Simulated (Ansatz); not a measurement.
# GeH6CI3N (CH3NH3GeI3): the gap up the ladder of methods

Wanted: a ladder of band gaps for GeH6CI3N (CH3NH3GeI3), from density functionals to G0W0.

Calculated with Ansatz 0.2.0; density functionals, hybrids and G0W0, plane waves, PAW.

The structure was built from a prototype and need not be the compound's stable phase.

## 1. Starting point

The cell holds 12 atoms: 1 C, 1 N, 6 H, 1 Ge and 3 I. Its edges and angles: a = 5.874 Å, b = 5.946 Å, c = 5.868 Å, α = 88.1°, β = 88.7°, γ = 84.4°.

Coordinates:

```cif
data_structure
_symmetry_space_group_name_H-M 'P 1'
_symmetry_Int_Tables_number 1
_cell_length_a 5.8743
_cell_length_b 5.9463
_cell_length_c 5.8684
_cell_angle_alpha 88.102
_cell_angle_beta 88.661
_cell_angle_gamma 84.398
_cell_volume 203.85
loop_
_atom_site_label
_atom_site_type_symbol
_atom_site_fract_x
_atom_site_fract_y
_atom_site_fract_z
_atom_site_occupancy
C1 C 0.92692 0.91465 0.98312 1
N2 N 0.07814 0.09607 0.00989 1
H3 H 0.03352 0.75406 0.96200 1
H4 H 0.18424 0.11247 0.86650 1
H5 H 0.82205 0.95459 0.83171 1
H6 H 0.98347 0.25080 0.03333 1
H7 H 0.81622 0.90438 0.13584 1
H8 H 0.18356 0.06520 0.15098 1
Ge9 Ge 0.51835 0.51675 0.53166 1
I10 I 0.51333 0.47096 0.00104 1
I11 I 0.44601 0.98341 0.50189 1
I12 I 0.98436 0.47587 0.49175 1
```

The structure was relaxed with PBEsol-D3(BJ). The runs that relaxed it are not among those shown. Spin-orbit coupling is left out unless a step names it. The default PAW set here is soft_2. Its files were made with PBE.

## 2. PBEsol on the 4×4×4 mesh

Levels along a band path and on the mesh show where this functional puts the band edges.

This step: DFT, PBEsol, plane waves, PAW.

input.yaml reads:

```yaml
crystal:
  lattice:
    - [5.8668316077, 0.2883030652, 0.0662740025]
    - [0.2883030652, 5.9385653728, 0.0962838686]
    - [0.0662740025, 0.0962838686, 5.8672506988]
  atoms:
    - { symbol: C, position: [0.9269170889, 0.9146527793, 0.9831184323] }
    - { symbol: "N", position: [0.0781424511, 0.0960660543, 0.0098946862] }
    - { symbol: H, position: [1.0335207602, 0.7540610316, 0.9619979637] }
    - { symbol: H, position: [0.1842379779, 1.1124707428, 0.8664981039] }
    - { symbol: H, position: [0.8220526717, -0.0454106832, 0.8317094623] }
    - { symbol: H, position: [-0.0165304885, 0.2508014888, 0.0333257572] }
    - { symbol: H, position: [0.8162231621, -0.0956235813, 0.1358389744] }
    - { symbol: H, position: [0.1835625679, 1.0652022878, 0.1509816534] }
    - { symbol: Ge, position: [0.518353722, 0.5167532441, 0.5316610556] }
    - { symbol: I, position: [0.5133267614, 0.4709631545, 0.0010423275] }
    - { symbol: I, position: [0.4460134129, -0.0165903174, 0.5018875215] }
    - { symbol: I, position: [-0.0156379097, 0.475868373, 0.4917495274] }
kpoints:
  mp_grid: { grid: [4, 4, 4] }
  band_path:
    path:
      - [[0.0, 0.0, 0.0], [0.5, 0.0, 0.0], [0.5, 0.5, 0.0], [0.0, 0.0, 0.0], [0.5, 0.5, 0.5], [0.5, 0.0, 0.0]]
      - [[0.5, 0.5, 0.0], [0.5, 0.5, 0.5]]
    npoints: 10
hamiltonian:
  xc: pbesol
scf:
  occupations: { method: fermi_dirac, width: 0.02 }
  n_extra_bands: 8
output:
  eigenvalues: true
  write_density: true
  write_potential: true
  elf: true
  volumetric_format: npy
```

On the command line:

```
$ ansatz run input.yaml --threads 3 --pin off --max-ram 92160MiB --backend cuda --events-out ev --progress --plain --runs-dir out --devices 1 --max-vram 13GiB  # rebuilt from the run's record
```

Numbers of over 12 decimals in the logs are rounded to 6 here.

What it wrote:

```text
scf.n_extra_bands = 8 over 40 filled bands (N_el = 80.0): the run solves 48 bands
GPUs: using 1 of 1 available (devices: 1).
Engine: ansatz 0.2.0, x86_64-unknown-linux-gnu
Pseudopotentials: kind: paw
Pseudopotential: C, paw, valence charge 4, recommended cutoff 420 eV (normal), C.paw.azcp
Pseudopotential: N, paw, valence charge 5, recommended cutoff 420 eV (normal), N.paw.azcp
Pseudopotential: H, paw, valence charge 1, recommended cutoff 420 eV (normal), H.paw.azcp
Pseudopotential: Ge, paw, valence charge 14, recommended cutoff 420 eV (normal), Ge.paw.azcp
Pseudopotential: I, paw, valence charge 17, recommended cutoff 420 eV (normal), I.paw.azcp
Functional definition: PBEsol
  exchange = pbesol_x
  correlation = pbesol_c
device memory: the entry about to start is reckoned to put 3.7 GiB on a device that reports 44.6 GiB free (of which the cap on the GPU budget leaves the run 13.0 GiB)
GPU FFT provider: cuFFT
GPU libraries: cuBLAS 13.8.2, cuFFT 12.4.0, cuSOLVER 12.3.4
Crystal: 12 atoms, lattice volume = 203.854 Å³
Basis set: ecut = 420 eV, 3979 PW (Γ)
Bands: 48, of which v1, the nominal top of the filled ones, is band 40 counted from 1 (39 counted from 0)
Symmetry: 1 space group operations
Space group: P1 (ITA 1), of the structure as read, at distance tolerance 5.9e-5 Å
k-points: 36 of 64 (time reversal used)
Non-local potential: C, projectors of the file, l = 0: 2, l = 1: 2, l = 2: 1
Non-local potential: N, projectors of the file, l = 0: 2, l = 1: 2, l = 2: 1
Non-local potential: H, projectors of the file, l = 0: 2, l = 1: 1
Non-local potential: Ge, projectors of the file, l = 0: 2, l = 1: 2, l = 2: 3, l = 3: 1
Non-local potential: I, projectors of the file, l = 0: 2, l = 1: 2, l = 2: 2, l = 3: 2
PAW form: soft (Blöchl's): semilocal exchange-correlation on the pseudo side does not see the compensation charge
PAW frozen core: C, regenerated for the run's functional, and the local potential with it (the file was generated under x = pbe(κ = 0.804, μ = 0.219515), c = pbe(β = 0.066725))
PAW frozen core: N, regenerated for the run's functional, and the local potential with it (the file was generated under x = pbe(κ = 0.804, μ = 0.219515), c = pbe(β = 0.066725))
PAW frozen core: Ge, regenerated for the run's functional, and the local potential with it (the file was generated under x = pbe(κ = 0.804, μ = 0.219515), c = pbe(β = 0.066725))
PAW frozen core: I, regenerated for the run's functional, and the local potential with it (the file was generated under x = pbe(κ = 0.804, μ = 0.219515), c = pbe(β = 0.066725))
PAW one-centre angular grid: C, 110 points (default); XC on 64 Gauss nodes
PAW one-centre angular grid: N, 110 points (default); XC on 64 Gauss nodes
PAW one-centre angular grid: H, 110 points (default); XC on 64 Gauss nodes
PAW one-centre angular grid: Ge, 590 points (default); XC on 64 Gauss nodes
PAW one-centre angular grid: I, 590 points (default); XC on 64 Gauss nodes
Initial density: superposition of atomic densities (neutral atoms: chi_scale 0, normalization atom), corrected by the library's trained network
Initial wavefunctions: pseudopotential atomic-orbital guess
GPU buffer pool allocated for 64000 grid points (all kernels)
GPU transforms: local potential and band sums: pruned to the plane-wave sphere, on 40×40×40
Functional: x = pbesol(κ = 0.804, μ = 0.123457), c = pbesol(β = 0.046)
SCF iter   1: F=—  HF=-27273.354345 eV  |F-HF|=—  |Δ(HF+E_count)|=         —  Δρ=3.83e-3  dr2=2.35e-2  ethr=1.77e-3  ⟨swp⟩=9.4  Hψ=8034  notcnv=0  defer=2
preconditioner: auto → Resta (q_TF=auto, 2.334 Å⁻¹)  ε∞=3.3  [insulator: Δε(μ)=0.883 eV  Ē_g=10.521 eV  σ=0.020 eV  W_gap=1.00  n_scr=36 (ndim 8)  ℏωp=16.0 eV  f_vac=0.077  D(μ)=0.00/eV (n_scr^D=0)  ε∞_Penn≈3.3]
SCF iter   2: F=—  HF=-27273.347696 eV  |F-HF|=—  |Δ(HF+E_count)|=   6.65e-3  Δρ=2.08e-3  dr2=6.88e-3  ethr=2.94e-5  ⟨swp⟩=2.8  Hψ=3179  notcnv=0  defer=107
SCF iter   3: F=—  HF=-27273.347023 eV  |F-HF|=—  |Δ(HF+E_count)|=   6.73e-4  Δρ=5.41e-4  dr2=7.31e-4  ethr=8.60e-6  ⟨swp⟩=2.0  Hψ=3039  notcnv=0  defer=107
SCF iter   4: F=—  HF=-27273.346924 eV  |F-HF|=—  |Δ(HF+E_count)|=   9.90e-5  Δρ=1.95e-4  dr2=8.49e-5  ethr=9.14e-7  ⟨swp⟩=2.0  Hψ=3061  notcnv=0  defer=107
SCF iter   5: F=—  HF=-27273.347043 eV  |F-HF|=—  |Δ(HF+E_count)|=   1.19e-4  Δρ=9.71e-5  dr2=2.27e-5  ethr=1.06e-7  ⟨swp⟩=2.0  Hψ=3061  notcnv=0  defer=107
SCF iter   6: F=—  HF=-27273.347039 eV  |F-HF|=—  |Δ(HF+E_count)|=   3.54e-6  Δρ=3.42e-5  dr2=3.03e-6  ethr=2.84e-8  ⟨swp⟩=2.0  Hψ=2774  notcnv=0  defer=107
SCF iter   7: F=—  HF=-27273.347041 eV  |F-HF|=—  |Δ(HF+E_count)|=   1.45e-6  Δρ=6.33e-6  dr2=1.38e-7  ethr=3.79e-9  ⟨swp⟩=2.1  Hψ=2785  notcnv=0  defer=107
SCF iter   8: F=-27273.347041 eV  HF=-27273.347041 eV  |F-HF|=2.99e-8  |Δ(HF+E_count)|=   2.15e-7  Δρ=3.62e-6  dr2=2.65e-8  ethr=1.25e-10  ⟨swp⟩=11.1  Hψ=5842  notcnv=0
SCF 1 converged in 8 iterations: F = -27273.347041 eV  dr2 = 2.65e-8
[...]
device memory: the entry about to start is reckoned to put 2.9 GiB on a device that reports 43.9 GiB free (of which the cap on the GPU budget leaves the run 13.0 GiB)
NSCF: frozen V_eff on 62 k-points
SCF converged after 8 iterations
Free energy (F): -27273.347041 eV
Harris-Foulkes:  -27273.347041 eV  (|F-HF|=2.99e-8)
Internal energy: -27273.347041 eV  (E = F + TS)
E sigma→0 (E₀):  -27273.347041 eV
Fermi energy:    5.373810 eV
--- Per-component energies (eV) ---
  E_band       = -1469.801712
  E_kinetic    = 981.701197
  E_local      = -9876.530092  (includes V_loc(G=0)·N_el)
  E_nonlocal   = 231.496885
  E_hartree    = 4714.404748
  E_xc         = -614.626248
  E_vxc        = -651.199438  (∫ρ·V_xc dr)
  E_paw        = -16404.666066  (= ΣΔE_a)
  E_vpaw       = -1584.078706  (= ΣTr[D̂ρ^β])
  E_aug_tail   = -0.007134  (compensation charges beyond the density's cutoff)
  E_ewald      = -6307.323894
  E_core_change = 2.203562  (= ΣΔE_core)
  E_smearing   = -0.000000  (= −TS)
  E_closure    = -0.000000  (closes the sum)
  Σ components = -27273.347041   (vs F -27273.347041, Δ=0.00e0)
--- Band table (eV; the first three rows and the last of 36) ---
  k-point 0: bands = [... 36 lower, 3.2251, 3.2541, 3.3670, 3.6069, 7.9448, 8.3945, 8.9018, 9.0317, ... 4 higher]
  k-point 1: bands = [... 36 lower, 2.9923, 3.1105, 3.3855, 3.5666, 8.0843, 8.3670, 8.7039, 9.3382, ... 4 higher]
  k-point 2: bands = [... 36 lower, 3.0447, 3.2006, 3.5083, 3.8447, 6.5018, 8.3800, 9.3970, 9.7203, ... 4 higher]
  k-point 35: bands = [... 36 lower, 3.6753, 3.9062, 3.9334, 4.9340, 5.8139, 5.9053, 6.1510, 8.7074, ... 4 higher]
```

Elapsed: 7.9 s, on 1 × NVIDIA H100 80GB HBM3 (shared by 6 runs) with 3 threads of AMD EPYC 7R13 (Zen 3), shared host; peak memory 1.1 GiB.

In the SCF lines HF is the Harris–Foulkes energy and dr2 the Hartree energy of the density residual, in eV; the loop may stop once dr2 is under the threshold and the program's other checks hold. Hψ counts applications of the Hamiltonian.

Numbers from this step:

| Property | Result |
| --- | --- |
| filled bands | 40 |
| gap | 0.8518 eV |
| valence top at | R |
| conduction bottom at | k = (0.500, 0.500, 0.450) |
| least direct gap | 0.8799 eV |

Over mesh and path the gap is 0.852 eV, from k = (0.500, 0.500, 0.500) to k = (0.500, 0.500, 0.450). The least direct gap found is 0.880 eV, at k = (0.500, 0.500, 0.500). On the 4×4×4 mesh alone the same run gives 0.880 eV, so that mesh misses an edge of PBEsol: 0.880 − 0.852 = +0.028 eV.

## 3. PBEsol+SOC on the 4×4×4 mesh

This run has two-component orbitals with spin-orbit coupling.

This step: DFT, PBEsol with spin-orbit coupling, plane waves, PAW.

input.yaml: that of step 2 with these lines changed.

```diff
@@ -22,5 +22,8 @@
     path:
-      - [[0.0, 0.0, 0.0], [0.5, 0.0, 0.0], [0.5, 0.5, 0.0], [0.0, 0.0, 0.0], [0.5, 0.5, 0.5], [0.5, 0.0, 0.0]]
-      - [[0.5, 0.5, 0.0], [0.5, 0.5, 0.5]]
-    npoints: 10
+      - [0.0, 0.0, 0.0]
+      - [0.5, 0.0, 0.0]
+      - [0.5, 0.5, 0.0]
+      - [0.5, 0.5, 0.5]
+      - [0.5, 0.5, 0.45]
+    npoints: 1
 hamiltonian:
@@ -29,8 +32,7 @@
   occupations: { method: fermi_dirac, width: 0.02 }
-  n_extra_bands: 8
+  n_extra_bands: 16
+magnetization:
+  noncollinear: true
+  spin_orbit: true
 output:
   eigenvalues: true
-  write_density: true
-  write_potential: true
-  elf: true
-  volumetric_format: npy
```

What it wrote:

```text
[...]
GPUs: using 1 of 1 available (devices: 1).
[...]
non-collinear run that drives no moment, with spin-orbit: no starting moment large enough to seed its density (crystal.atoms[].spin), no starting occupations that ask for one, no magnetisation constraint and no magnetic field, so the semilocal B_xc is pinned to zero
[...]
GPU FFT provider: cuFFT
GPU libraries: cuBLAS 13.8.2, cuFFT 12.4.0, cuSOLVER 12.3.4
Crystal: 12 atoms, lattice volume = 203.854 Å³
Basis set: ecut = 420 eV, 3979 PW (Γ)
Bands: 96, of which v1, the nominal top of the filled ones, is band 80 counted from 1 (79 counted from 0)
Symmetry: 1 space group operations + 1 with time reversal
[...]
k-points: 36 of 64 (time reversal used)
Projection manifold: j_resolved (fully-relativistic pseudo-atomic orbitals)
[...]
GPU buffer pool allocated for 64000 grid points (all kernels)
[...]
site 7: m = (+0.0000, +0.0000, +0.0000) μB, |m| = 0.0000 μB  (R = 0.43 Å)
  site 8: m = (+0.0000, +0.0000, +0.0000) μB, |m| = 0.0000 μB  (R = 1.13 Å)
  site 9: m = (+0.0000, +0.0000, +0.0000) μB, |m| = 0.0000 μB  (R = 1.14 Å)
  site 10: m = (+0.0000, +0.0000, +0.0000) μB, |m| = 0.0000 μB  (R = 1.07 Å)
  site 11: m = (+0.0000, +0.0000, +0.0000) μB, |m| = 0.0000 μB  (R = 1.13 Å)
Free energy (F): -27282.360085 eV
[...]
Internal energy: -27282.360085 eV  (E = F + TS)
E sigma→0 (E₀):  -27282.360085 eV
Fermi energy:    5.425303 eV
[...]
--- Band table (eV; the first three rows and the last of 36) ---
  k-point 0: bands = [... 76 lower, 3.5987, 3.5987, 3.8241, 3.8241, 7.9445, 7.9445, 8.3985, 8.3985, ... 12 higher]
  k-point 1: bands = [... 76 lower, 3.4473, 3.5533, 3.7585, 3.7680, 8.0425, 8.1392, 8.3586, 8.3884, ... 12 higher]
  k-point 2: bands = [... 76 lower, 3.6460, 3.6460, 3.9492, 3.9492, 6.5204, 6.5204, 8.3870, 8.3870, ... 12 higher]
  k-point 35: bands = [... 76 lower, 4.1496, 4.1496, 5.0432, 5.0432, 5.8074, 5.8074, 5.9458, 5.9458, ... 12 higher]
[key lines of the parts left out:]
SCF converged after 10 iterations
Magnetization: |M| = 0.0000 μB,  M = (+0.0000, +0.0000, +0.0000) μB
```

Run time: 17 s. Hardware: 1 × NVIDIA H100 80GB HBM3 (shared by 6 runs) with 3 threads; peak memory 1.1 GiB; 24 s of CPU time.

This step gave:

| Property | Result |
| --- | --- |
| gap | 0.7102 eV |
| valence top at | R |
| conduction bottom at | k = (0.500, 0.500, 0.450) |
| least direct gap | 0.7567 eV |

Over mesh and listed points the gap is 0.710 eV, from k = (0.500, 0.500, 0.500) to k = (0.500, 0.500, 0.450). The least direct gap found is 0.757 eV, at k = (0.500, 0.500, 0.450). On the 4×4×4 mesh alone the same run gives 0.764 eV, so that mesh misses an edge of PBEsol+SOC: 0.764 − 0.710 = +0.054 eV. PBEsol+SOC against PBEsol: 0.710 − 0.852 = −0.142 eV, with the same mesh, set of files (read in its fully relativistic form for the spin-orbit run) and cutoff, and both edges at the same k points. The spin-orbit run sees mesh and listed points alone, so its gap is an upper bound: the coupling can move an edge off these points, the more so as this crystal has no centre of inversion, and the change over the zone, its sign included where it is small, is not known.

## 4. HSE06 on the 4×4×4 mesh

HSE06 mixes in a quarter of exact exchange at short range.

This step: DFT, HSE06, plane waves, PAW.

input.yaml: that of step 3 with these lines changed.

```diff
@@ -29,9 +29,6 @@
 hamiltonian:
-  xc: pbesol
+  xc: hse06
 scf:
-  occupations: { method: fermi_dirac, width: 0.02 }
-  n_extra_bands: 16
-magnetization:
-  noncollinear: true
-  spin_orbit: true
+  occupations: { method: fixed }
+  n_extra_bands: 8
 output:
```

What it wrote:

```text
[...]
GPUs: using 1 of 1 available (devices: 1).
[...]
davidson cushion auto → on  (no smearing: the cushion is to keep the highest requested band from converging to the state above it; pin scf.eigensolver.cushion to override)
[...]
GPU FFT provider: cuFFT
GPU libraries: cuBLAS 13.8.2, cuFFT 12.4.0, cuSOLVER 12.3.4
Crystal: 12 atoms, lattice volume = 203.854 Å³
Basis set: ecut = 420 eV, 3979 PW (Γ)
[...]
E sigma→0 (E₀):  -27582.563620 eV
Fermi energy:    4.845953 eV
[...]
--- Band table (eV; the first three rows and the last of 36) ---
  k-point 0: bands = [... 36 lower, 2.6330, 2.6592, 2.7943, 3.0504, 8.4677, 8.9676, 9.4195, 9.5552, ... 4 higher]
  k-point 1: bands = [... 36 lower, 2.3894, 2.5243, 2.8537, 3.0091, 8.5628, 8.8605, 9.3225, 9.9053, ... 4 higher]
  k-point 2: bands = [... 36 lower, 2.4199, 2.5834, 2.9484, 3.4864, 6.8523, 8.8736, 9.9870, 10.3554, ... 4 higher]
  k-point 35: bands = [... 36 lower, 3.1048, 3.3511, 3.3715, 4.8460, 6.0695, 6.2293, 6.4942, 9.2824, ... 4 higher]
[key lines of the parts left out:]
Free energy (F): -27582.563620 eV
```

Run time: 66 s. Hardware: 1 × NVIDIA H100 80GB HBM3 (shared by 6 runs) with 3 threads; peak memory 2 GiB; 84 s of CPU time.

This step gave:

- gap: 1.224 eV
- valence top at: R
- conduction bottom at: R
- least direct gap: 1.224 eV
- exact-exchange fraction: 0.25

Over mesh and listed points the gap is 1.224 eV, direct, at k = (0.500, 0.500, 0.500). HSE06 against PBEsol: 1.224 − 0.852 = +0.372 eV. Mesh, set of files and cutoff are the same, but the conduction bottom lies at another k point, so this need not be the shift of one pair of states.

## 5. G0W0@PBEsol, 4×4×4 mesh, 850 empty bands, screening to 150 eV

G0W0 replaces the xc potential by a self-energy built once from the orbitals of the start. Levels are corrected in the window of bands that the input names, at points of the mesh.

This step: G0W0 on PBEsol, plane waves, PAW.

input.yaml: that of step 4 with these lines changed.

```diff
@@ -20,16 +20,11 @@
   mp_grid: { grid: [4, 4, 4] }
-  band_path:
-    path:
-      - [0.0, 0.0, 0.0]
-      - [0.5, 0.0, 0.0]
-      - [0.5, 0.5, 0.0]
-      - [0.5, 0.5, 0.5]
-      - [0.5, 0.5, 0.45]
-    npoints: 1
 hamiltonian:
-  xc: hse06
+  xc: pbesol
 scf:
   occupations: { method: fixed }
-  n_extra_bands: 8
-output:
-  eigenvalues: true
+gw:
+  n_empty_bands: 850
+  ecut_chi: 150.0
+  qp_bands: [v4, c4]
+  qp_kpoints: band_edges
+  screening: { model: contour_deformation }
```

What it wrote:

```text
GPUs: using 1 of 1 available (devices: 1).
[...]
GPU FFT provider: cuFFT
GPU libraries: cuBLAS 13.8.2, cuFFT 12.4.0, cuSOLVER 12.3.4
Crystal: 12 atoms, lattice volume = 203.854 Å³
Basis set: ecut = 420 eV, 3979 PW (Γ)
Bands: 52, of which v1, the nominal top of the filled ones, is band 40 counted from 1 (39 counted from 0)
Symmetry: 1 space group operations
[...]
k-points: 36 of 64 (time reversal used)
[...]
0    44      9.0317    -4.9561    -3.9431    -9.1182  0.7669     9.2526     9.2507  root
[...]
35    41      5.8138    -9.4237    -3.1882   -12.6766  0.7518     5.8786     5.8785  root
    35    42      5.9053    -8.8427    -3.4645   -12.4694  0.7540     6.0682     6.0675  root
    35    43      6.1510    -8.6351    -3.5302   -12.3289  0.7529     6.3154     6.3146  root
    35    44      8.7074    -5.0980    -3.9324    -9.4353  0.7820     9.1176     9.1122  root
[key lines of the parts left out:]
SCF converged after 8 iterations
Free energy (F): -27273.347041 eV
Fermi energy:    4.933951 eV
```

It took 6.7 min on 1 × NVIDIA H100 80GB HBM3 (shared by 6 runs) with 3 threads; peak memory 7.8 GiB.

Numbers from this step:

| Item | Value |
| --- | --- |
| bands summed | 890 |
| RPA ε∞ on this mesh (eigenvalues) | 8.979, 11.63, 13.69 |
| plane waves in the screening matrix | 835 |
| G0W0 gap over the corrected points | 1.314 eV |
| k of the valence top | -0.5, -0.5, -0.5 |
| k of the conduction bottom | -0.5, -0.5, -0.5 |
| starting gap on the mesh | 0.8799 eV |
| Z at the valence top | 0.7539 |
| Z at the conduction bottom | 0.7518 |
| least direct G0W0 gap over the corrected points | 1.314 eV |

Over 15 of 36 irreducible mesh points the G0W0 gap is 1.314 eV, direct, at k = (-0.500, -0.500, -0.500). The PBEsol gap of this run on the mesh is 0.880 eV. The two states that bound the G0W0 gap lie that far apart at the start, so the correction of the gap is 1.314 − 0.880 = +0.434 eV.

(Part 1 of 2 ends here.)

[Paths, hosts, dates, memory and timing lines, banners, echoed tables and standing remarks are left out of the program output.]

[Logs are printed without paths, hosts, clocks, repeated set-up lines and the standing remarks that a program may print on its own settings, such as how far it seeks lower states.]

[Runs of the session that timed out or met a known fault of the program may be left out.]

[Cells called generated may have been cut or substituted from an entry of the Crystallography Open Database or the Materials Project.]

[Hosts, paths, dates, database ids (printed as entryN), source tags and the programs' standing remarks are cut or masked in the printed files.]

[Where an RPA ε∞ is given, it is that of the G0W0 mesh and is not shown converged in it. Names of k-points follow the symmetry that the program found, which can be lower than the space group named. Band edges on a path are those of the sampled points; other points can move an edge, and change direct to indirect where valleys lie close.]

[Hybrid gaps are those of their k-mesh and are not shown converged in it.]
